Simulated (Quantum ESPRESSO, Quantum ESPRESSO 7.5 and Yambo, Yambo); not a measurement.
**SrTiO3 (Tausonite): G0W0 with Yambo, start to end**

Wanted: ground state, empty states, screening and self-energy for SrTiO3 (Tausonite).

Method: PBE and many-body steps on it, plane waves, in Quantum ESPRESSO 7.5 and Yambo 5.3.0.

**The experiments to reproduce.**

- Gap 3.77 eV: direct gap (M0 critical point); spectroscopic ellipsometry, second-derivative fit; 300 K; bulk crystal (commercial single crystal) (“Optical probe of ferroelectric order in bulk and thin film perovskite titanates”, 2013, arxiv:1309.1245).

## (1) The structure

It takes space group Pm-3m (No. 221, cubic). The conventional cell has a = 3.905 Å, b = 3.905 Å, c = 3.905 Å, α = 90.00°, β = 90.00°, γ = 90.00°. Nearest to Sr lie 12 O at 2.76 Å. Nearest to Ti lie 6 O at 1.95 Å. O has 2 Ti at 1.95 Å and 4 Sr at 2.76 Å nearest. Farther neighbours and most contacts between anions are not listed.

Structure file:

```cif
data_structure
_symmetry_space_group_name_H-M 'Pm-3m'
_symmetry_Int_Tables_number 221
_cell_length_a 3.9053
_cell_length_b 3.9053
_cell_length_c 3.9053
_cell_angle_alpha 90.000
_cell_angle_beta 90.000
_cell_angle_gamma 90.000
_cell_volume 59.56
loop_
_atom_site_label
_atom_site_type_symbol
_atom_site_symmetry_multiplicity
_atom_site_Wyckoff_symbol
_atom_site_fract_x
_atom_site_fract_y
_atom_site_fract_z
_atom_site_occupancy
Sr1 Sr 1 b 0.50000 0.50000 0.50000 1
Ti1 Ti 1 a 0.00000 0.00000 0.00000 1
O1 O 3 d 0.50000 0.00000 0.00000 1
```

The cell and positions come from the Crystallography Open Database and are kept as given unless a step says otherwise.

## (2) Ground state

This step: Quantum ESPRESSO 7.5; DFT, PBE, plane waves, norm-conserving pseudopotentials.

The ground-state density comes first.

pw.in reads:

```
&control
  calculation = 'scf'
  prefix = 'x'
  outdir = 'o'
  pseudo_dir = 'pseudo'
/
&system
  ibrav = 0
  nat = 5
  ntyp = 3
  ecutwfc = 76.0
  nbnd = 26
  force_symmorphic = .true.
/
&electrons
  conv_thr = 1e-10
  electron_maxstep = 80
  mixing_beta = 0.5
/
ATOMIC_SPECIES
  Sr 87.62 Sr.upf
  Ti 47.867 Ti.upf
  O 15.999 O.upf
CELL_PARAMETERS angstrom
  3.9052800000 0.0000000000 0.0000000000
  0.0000000000 3.9052800000 0.0000000000
  0.0000000000 0.0000000000 3.9052800000
ATOMIC_POSITIONS crystal
  Sr 0.5000000000 0.5000000000 0.5000000000
  Ti 0.0000000000 0.0000000000 0.0000000000
  O 0.5000000000 0.0000000000 0.0000000000
  O 0.0000000000 0.5000000000 0.0000000000
  O 0.0000000000 0.0000000000 0.5000000000
K_POINTS automatic
  6 6 6 0 0 0
```

On the command line:

```console
OMP_NUM_THREADS=1 mpirun -n 4 pw.x -nk 4 -in pw.in > pw.out
```

The program printed:

```text
Program PWSCF v.7.5 starts

     This program is part of the open-source Quantum ESPRESSO suite
     for quantum simulation of materials; please cite
         "P. Giannozzi et al., J. Phys.:Condens. Matter 21 395502 (2009);
         "P. Giannozzi et al., J. Phys.:Condens. Matter 29 465901 (2017);
         "P. Giannozzi et al., J. Chem. Phys. 152 154105 (2020);
     in publications or presentations arising from this work. More details at
     Message from routine setup:
     using ibrav=0 with symmetry is DISCOURAGED, use correct ibrav instead

     G-vector sticks info

     bravais-lattice index     =            0
     lattice parameter (alat)  =       7.3799  a.u.
     unit-cell volume          =     401.9325 (a.u.)^3
     number of atoms/cell      =            5
     number of atomic types    =            3
     number of electrons       =        40.00
     number of Kohn-Sham states=           26
     kinetic-energy cutoff     =      76.0000  Ry
     charge density cutoff     =     304.0000  Ry
     scf convergence threshold =      1.0E-10
     mixing beta               =       0.5000
     number of iterations used =            8  plain     mixing
     Exchange-correlation= PBE
                           (   1   4   3   4   0   0   0)

     celldm(1)=   7.379910  celldm(2)=   0.000000  celldm(3)=   0.000000
     celldm(4)=   0.000000  celldm(5)=   0.000000  celldm(6)=   0.000000

     crystal axes: (cart. coord. in units of alat)
               a(1) = (   1.000000   0.000000   0.000000 )
               a(2) = (   0.000000   1.000000   0.000000 )
               a(3) = (   0.000000   0.000000   1.000000 )

     reciprocal axes: (cart. coord. in units 2 pi/alat)
               b(1) = (  1.000000  0.000000  0.000000 )
               b(2) = (  0.000000  1.000000  0.000000 )
               b(3) = (  0.000000  0.000000  1.000000 )
     Pseudo is Norm-conserving + core correction, Zval = 10.0
     Generated using ONCVPSP code by D. R. Hamann
     Using radial grid of 1834 points,  6 beta functions with:
     Pseudo is Norm-conserving + core correction, Zval = 12.0
     Generated using ONCVPSP code by D. R. Hamann
     Using radial grid of 1586 points,  6 beta functions with:
     Pseudo is Norm-conserving + core correction, Zval =  6.0
     Generated using ONCVPSP code by D. R. Hamann
     Using radial grid of  936 points,  5 beta functions with:
     Sr               10.00    87.62000     Sr( 1.00)
     Ti               12.00    47.86700     Ti( 1.00)
     O                 6.00    15.99900     O ( 1.00)

     48 Sym. Ops., with inversion, found

   Cartesian axes

     site n.     atom                  positions (alat units)
         1        Sr     tau(   1) = (   0.5000000   0.5000000   0.5000000  )
         2        Ti     tau(   2) = (   0.0000000   0.0000000   0.0000000  )
         3        O      tau(   3) = (   0.5000000   0.0000000   0.0000000  )
         4        O      tau(   4) = (   0.0000000   0.5000000   0.0000000  )
         5        O      tau(   5) = (   0.0000000   0.0000000   0.5000000  )

     number of k points=    20
                       cart. coord. in units 2pi/alat
        k(    1) = (   0.0000000   0.0000000   0.0000000), wk =   0.0092593
        k(    2) = (   0.0000000   0.0000000   0.1666667), wk =   0.0555556
        k(    3) = (   0.0000000   0.0000000   0.3333333), wk =   0.0555556
        k(    4) = (   0.0000000   0.0000000  -0.5000000), wk =   0.0277778
        k(    5) = (   0.0000000   0.1666667   0.1666667), wk =   0.1111111
        k(    6) = (   0.0000000   0.1666667   0.3333333), wk =   0.2222222
        k(    7) = (   0.0000000   0.1666667  -0.5000000), wk =   0.1111111
        k(    8) = (   0.0000000   0.3333333   0.3333333), wk =   0.1111111
        k(    9) = (   0.0000000   0.3333333  -0.5000000), wk =   0.1111111
        k(   10) = (   0.0000000  -0.5000000  -0.5000000), wk =   0.0277778
     [... 8 further rows ...]
        k(   19) = (   0.3333333  -0.5000000  -0.5000000), wk =   0.0555556
        k(   20) = (  -0.5000000  -0.5000000  -0.5000000), wk =   0.0092593

     Dense  grid:    36041 G-vectors     FFT dimensions: (  45,  45,  45)

     Initial potential from superposition of free atoms

     starting charge      39.9901, renormalised to      40.0000
     Starting wfcs are   27 randomized atomic wfcs

     per-process dynamical memory:    37.3 Mb

     Self-consistent Calculation

     iteration #  1     ecut=    76.00 Ry     beta= 0.50

     total energy              =    -286.34907618 Ry
     estimated scf accuracy    <       1.82256532 Ry

     iteration #  2     ecut=    76.00 Ry     beta= 0.50

     total energy              =    -286.17705873 Ry
     estimated scf accuracy    <       4.23967324 Ry

     iteration #  3     ecut=    76.00 Ry     beta= 0.50

     total energy              =    -287.08882050 Ry
     estimated scf accuracy    <       0.24573359 Ry

     iteration #  4     ecut=    76.00 Ry     beta= 0.50

     total energy              =    -287.05739207 Ry
     estimated scf accuracy    <       0.08460359 Ry

     iteration #  5     ecut=    76.00 Ry     beta= 0.50

     total energy              =    -287.08113355 Ry
     estimated scf accuracy    <       0.01740189 Ry

     iteration #  6     ecut=    76.00 Ry     beta= 0.50

     total energy              =    -287.08120972 Ry
     estimated scf accuracy    <       0.00230544 Ry

     iteration #  7     ecut=    76.00 Ry     beta= 0.50

     total energy              =    -287.08179541 Ry
     estimated scf accuracy    <       0.00013899 Ry

     iteration #  8     ecut=    76.00 Ry     beta= 0.50

     total energy              =    -287.08179121 Ry
     estimated scf accuracy    <       0.00003260 Ry

     iteration #  9     ecut=    76.00 Ry     beta= 0.50

     total energy              =    -287.08179759 Ry
     estimated scf accuracy    <       0.00000017 Ry

     iteration # 10     ecut=    76.00 Ry     beta= 0.50

     total energy              =    -287.08179769 Ry
     estimated scf accuracy    <       0.00000005 Ry

     iteration # 11     ecut=    76.00 Ry     beta= 0.50

     total energy              =    -287.08179770 Ry
     estimated scf accuracy    <          2.1E-09 Ry

     iteration # 12     ecut=    76.00 Ry     beta= 0.50

     total energy              =    -287.08179770 Ry
     estimated scf accuracy    <          6.0E-10 Ry

     iteration # 13     ecut=    76.00 Ry     beta= 0.50

     total energy              =    -287.08179770 Ry
     estimated scf accuracy    <          1.3E-10 Ry

     iteration # 14     ecut=    76.00 Ry     beta= 0.50

     End of self-consistent calculation

          k = 0.0000 0.0000 0.0000 (  4457 PWs)   bands (ev):

   -46.3526 -22.6721 -22.6270 -22.6270 -22.6270  -7.3121  -6.3299  -6.3299
    -4.6610  -4.6610  -4.6610   7.2355   7.2355   7.2355   8.8811   8.8811
     8.8811   9.6917   9.6917   9.6917  11.9546  11.9546  11.9546  14.4349
    14.4349  15.5056

          k = 0.0000 0.0000 0.1667 (  4525 PWs)   bands (ev):

   -46.3523 -22.7135 -22.6263 -22.6263 -22.5975  -7.3308  -6.3234  -6.3201
    -4.6493  -4.6493  -4.4854   6.8839   7.2187   7.2187   8.5465   8.5465
     8.6549   8.9454   9.5443   9.5443  11.9947  12.5241  12.5241  14.4403
    15.1720  15.9448

          k = 0.0000 0.0000 0.3333 (  4500 PWs)   bands (ev):

   -46.3515 -22.7663 -22.6248 -22.6248 -22.5679  -7.4554  -6.3002  -6.1422
    -4.6257  -4.6257  -4.1970   6.1332   7.2026   7.2026   7.9492   7.9766
     7.9766   8.2598   9.3794   9.3794  12.0782  13.4535  13.4535  14.4470
    16.2106  16.9464

          k = 0.0000 0.0000-0.5000 (  4484 PWs)   bands (ev):

     [... further k-points ...]

     highest occupied, lowest unoccupied level (ev):    10.0469   11.9546

!    total energy              =    -287.08179770 Ry
     estimated scf accuracy    <          6.0E-12 Ry

     The total energy is the sum of the following terms:
     one-electron contribution =     -75.45083833 Ry
     hartree contribution      =      60.40589909 Ry
     xc contribution           =     -59.54529961 Ry
     ewald contribution        =    -212.49155884 Ry

     convergence has been achieved in  14 iterations

     XML data file, charge density, pseudopotentials, collected wavefunctions

=------------------------------------------------------------------------------=
   JOB DONE.
=------------------------------------------------------------------------------=
```

Run time: 12 s. Hardware: 4 MPI ranks of Arm Neoverse V2, shared host; peak memory 0.32 GiB; 48 s of CPU time.

Numbers from this step:

| Property | Result |
| --- | --- |
| total energy | -3905.9468 eV |
| gap | 1.908 eV |
| k of the valence top | -0.5, -0.5, -0.5 |
| k of the conduction bottom | 0, 0, 0 |
| least direct gap | 2.263 eV |

The gap is indirect, with the least direct gap 0.36 eV higher.

## (3) Bands along the symmetry lines

Levels along a band path, at the cheap level, show where the edges lie and whether the meshes to come will hold them.

pw.in reads:

```
&control
  calculation = 'bands'
  prefix = 'x'
  outdir = 'o'
  pseudo_dir = 'pseudo'
/
&system
  ibrav = 0
  nat = 5
  ntyp = 3
  ecutwfc = 76.0
  nbnd = 26
  force_symmorphic = .true.
/
&electrons
  conv_thr = 1e-9
  electron_maxstep = 80
  diago_full_acc = .true.
  diago_thr_init = 5e-6
/
ATOMIC_SPECIES
  Sr 87.62 Sr.upf
  Ti 47.867 Ti.upf
  O 15.999 O.upf
CELL_PARAMETERS angstrom
  3.9052800000 0.0000000000 0.0000000000
  0.0000000000 3.9052800000 0.0000000000
  0.0000000000 0.0000000000 3.9052800000
ATOMIC_POSITIONS crystal
  Sr 0.5000000000 0.5000000000 0.5000000000
  Ti 0.0000000000 0.0000000000 0.0000000000
  O 0.5000000000 0.0000000000 0.0000000000
  O 0.0000000000 0.5000000000 0.0000000000
  O 0.0000000000 0.0000000000 0.5000000000
K_POINTS crystal
  50
  0.00000000 0.00000000 0.00000000 1
  0.00000000 0.06250000 0.00000000 1
  0.00000000 0.12500000 0.00000000 1
  0.00000000 0.18750000 0.00000000 1
  0.00000000 0.25000000 0.00000000 1
  0.00000000 0.31250000 0.00000000 1
  0.00000000 0.37500000 0.00000000 1
  0.00000000 0.43750000 0.00000000 1
  0.00000000 0.50000000 0.00000000 1
  0.06250000 0.50000000 0.00000000 1
  0.12500000 0.50000000 0.00000000 1
  0.18750000 0.50000000 0.00000000 1
  0.25000000 0.50000000 0.00000000 1
  0.31250000 0.50000000 0.00000000 1
  0.37500000 0.50000000 0.00000000 1
  0.43750000 0.50000000 0.00000000 1
  0.50000000 0.50000000 0.00000000 1
  0.43750000 0.43750000 0.00000000 1
  0.37500000 0.37500000 0.00000000 1
  0.31250000 0.31250000 0.00000000 1
  0.25000000 0.25000000 0.00000000 1
  0.18750000 0.18750000 0.00000000 1
  0.12500000 0.12500000 0.00000000 1
  0.06250000 0.06250000 0.00000000 1
  0.00000000 0.00000000 0.00000000 1
  0.06250000 0.06250000 0.06250000 1
  0.12500000 0.12500000 0.12500000 1
  0.18750000 0.18750000 0.18750000 1
  0.25000000 0.25000000 0.25000000 1
  0.31250000 0.31250000 0.31250000 1
  0.37500000 0.37500000 0.37500000 1
  0.43750000 0.43750000 0.43750000 1
  0.50000000 0.50000000 0.50000000 1
  0.43750000 0.50000000 0.43750000 1
  0.37500000 0.50000000 0.37500000 1
  0.31250000 0.50000000 0.31250000 1
  0.25000000 0.50000000 0.25000000 1
  0.18750000 0.50000000 0.18750000 1
  0.12500000 0.50000000 0.12500000 1
  0.06250000 0.50000000 0.06250000 1
  0.00000000 0.50000000 0.00000000 1
  0.50000000 0.50000000 0.50000000 1
  0.50000000 0.50000000 0.43750000 1
  0.50000000 0.50000000 0.37500000 1
  0.50000000 0.50000000 0.31250000 1
  0.50000000 0.50000000 0.25000000 1
  0.50000000 0.50000000 0.18750000 1
  0.50000000 0.50000000 0.12500000 1
  0.50000000 0.50000000 0.06250000 1
  0.50000000 0.50000000 0.00000000 1
```

The program printed:

```text
[banner, memory and clock lines left out]
Program PWSCF v.7.5 starts

     Atomic positions and unit cell read from directory:
     o/x.save/

     Message from routine setup:
     using ibrav=0 with symmetry is DISCOURAGED, use correct ibrav instead

     G-vector sticks info

     bravais-lattice index     =            0
     lattice parameter (alat)  =       7.3799  a.u.
     unit-cell volume          =     401.9325 (a.u.)^3
     number of atoms/cell      =            5
     number of atomic types    =            3
     number of electrons       =        40.00
     number of Kohn-Sham states=           26
     kinetic-energy cutoff     =      76.0000  Ry
     charge density cutoff     =     304.0000  Ry
     Exchange-correlation= PBE
                           (   1   4   3   4   0   0   0)

     celldm(1)=   7.379910  celldm(2)=   0.000000  celldm(3)=   0.000000
     celldm(4)=   0.000000  celldm(5)=   0.000000  celldm(6)=   0.000000

     crystal axes: (cart. coord. in units of alat)
               a(1) = (   1.000000   0.000000   0.000000 )
               a(2) = (   0.000000   1.000000   0.000000 )
               a(3) = (   0.000000   0.000000   1.000000 )

     reciprocal axes: (cart. coord. in units 2 pi/alat)
               b(1) = (  1.000000  0.000000  0.000000 )
               b(2) = (  0.000000  1.000000  0.000000 )
               b(3) = (  0.000000  0.000000  1.000000 )
     Pseudo is Norm-conserving + core correction, Zval = 10.0
     Generated using ONCVPSP code by D. R. Hamann
     Using radial grid of 1834 points,  6 beta functions with:
     Pseudo is Norm-conserving + core correction, Zval = 12.0
     Generated using ONCVPSP code by D. R. Hamann
     Using radial grid of 1586 points,  6 beta functions with:
     Pseudo is Norm-conserving + core correction, Zval =  6.0
     Generated using ONCVPSP code by D. R. Hamann
     Using radial grid of  936 points,  5 beta functions with:
     Sr               10.00    87.62000     Sr( 1.00)
     Ti               12.00    47.86700     Ti( 1.00)
     O                 6.00    15.99900     O ( 1.00)

     48 Sym. Ops., with inversion, found

   Cartesian axes

     site n.     atom                  positions (alat units)
         1        Sr     tau(   1) = (   0.5000000   0.5000000   0.5000000  )
         2        Ti     tau(   2) = (   0.0000000   0.0000000   0.0000000  )
         3        O      tau(   3) = (   0.5000000   0.0000000   0.0000000  )
         4        O      tau(   4) = (   0.0000000   0.5000000   0.0000000  )
         5        O      tau(   5) = (   0.0000000   0.0000000   0.5000000  )

     number of k points=    50
                       cart. coord. in units 2pi/alat
        k(    1) = (   0.0000000   0.0000000   0.0000000), wk =   0.0400000
        k(    2) = (   0.0000000   0.0625000   0.0000000), wk =   0.0400000
        k(    3) = (   0.0000000   0.1250000   0.0000000), wk =   0.0400000
[...]
[... 38 further rows ...]
        k(   49) = (   0.5000000   0.5000000   0.0625000), wk =   0.0400000
        k(   50) = (   0.5000000   0.5000000   0.0000000), wk =   0.0400000

     Dense  grid:    36041 G-vectors     FFT dimensions: (  45,  45,  45)

     The potential is recalculated from file :
     o/x.save/charge-density

     Starting wfcs are   27 randomized atomic wfcs

     Band Structure Calculation

     End of band structure calculation

          k = 0.0000 0.0000 0.0000 (  4457 PWs)   bands (ev):

   -46.3527 -22.6721 -22.6271 -22.6271 -22.6271  -7.3121  -6.3299  -6.3299
    -4.6610  -4.6610  -4.6610   7.2355   7.2355   7.2355   8.8811   8.8811
     8.8811   9.6918   9.6918   9.6918  11.9546  11.9546  11.9546  14.4348
    14.4349  15.5056

          k = 0.0000 0.0625 0.0000 (  4485 PWs)   bands (ev):

[...]
14.5651  15.5703

          k = 0.0000 0.1250 0.0000 (  4509 PWs)   bands (ev):

[...]
14.8962  15.7606

[...]
k = 0.5000 0.5000 0.0625 (  4496 PWs)   bands (ev):

[...]
17.9539  18.3910

          k = 0.5000 0.5000 0.0000 (  4500 PWs)   bands (ev):

[...]
-4.5566  -4.2411  -4.2411   5.4282   5.5333   5.8694   7.2143   7.2143
     8.3223   8.4929   8.4929   9.9609  13.8855  13.8855  14.3484  15.4144
    17.9846  18.3561

     XML data file, pseudopotentials, collected wavefunctions
```

Wall time 8.3 s (4 MPI ranks); peak memory 0.26 GiB; 33 s of CPU time.

This step gave:

```yaml
gap: 1.908 eV
k_of_the_valence_top: 0.5, 0.5, 0.5
k_of_the_conduction_bottom: 0, 0, 0
least_direct_gap: 2.263 eV
```

The gap is 1.908 eV, as in the run before at this level.

Electronic bands along the path, in eV, zero at the top of the highest filled band:

```csv
point,band 17,band 18,band 19,band 20,band 21,band 22,band 23,band 24
Γ,-1.17,-0.36,-0.36,-0.36,1.91,1.91,1.91,4.39
halfway,-1.66,-1.60,-0.60,-0.60,1.99,2.96,2.96,4.40
X,-2.34,-1.96,-0.73,-0.73,2.07,3.83,3.83,4.40
halfway,-1.86,-1.45,-1.32,-0.63,3.03,3.83,3.96,5.14
M,-1.72,-1.55,-1.55,-0.09,3.84,3.84,4.30,5.37
halfway,-1.69,-1.35,-1.06,-0.73,2.92,3.06,3.34,5.02
Γ,-1.17,-0.36,-0.36,-0.36,1.91,1.91,1.91,4.39
halfway,-2.78,-0.92,-0.92,-0.62,3.40,3.45,3.45,6.54
R,-3.71,0.00,0.00,0.00,4.52,4.52,4.52,7.00
halfway,-2.71,-0.94,-0.80,-0.52,3.53,4.03,4.05,6.50
X,-2.34,-1.96,-0.73,-0.73,2.07,3.83,3.83,4.40
jump to R,-3.71,0.00,0.00,0.00,4.52,4.52,4.52,7.00
halfway,-3.15,-0.66,-0.66,-0.04,4.12,4.12,4.41,6.82
M,-1.72,-1.55,-1.55,-0.09,3.84,3.84,4.30,5.37
```

(Continued in part 2 of 3.)

[Paths, hosts, dates, memory and timing lines, banners, echoed tables and standing remarks are left out of the program output.]

[Logs are printed without paths, hosts, clocks, repeated set-up lines and the standing remarks that a program may print on its own settings, such as how far it seeks lower states.]

[Runs of the session that timed out or met a known fault of the program may be left out.]

[Hosts, paths, dates, database ids (printed as entryN), source tags and the programs' standing remarks are cut or masked in the printed files.]
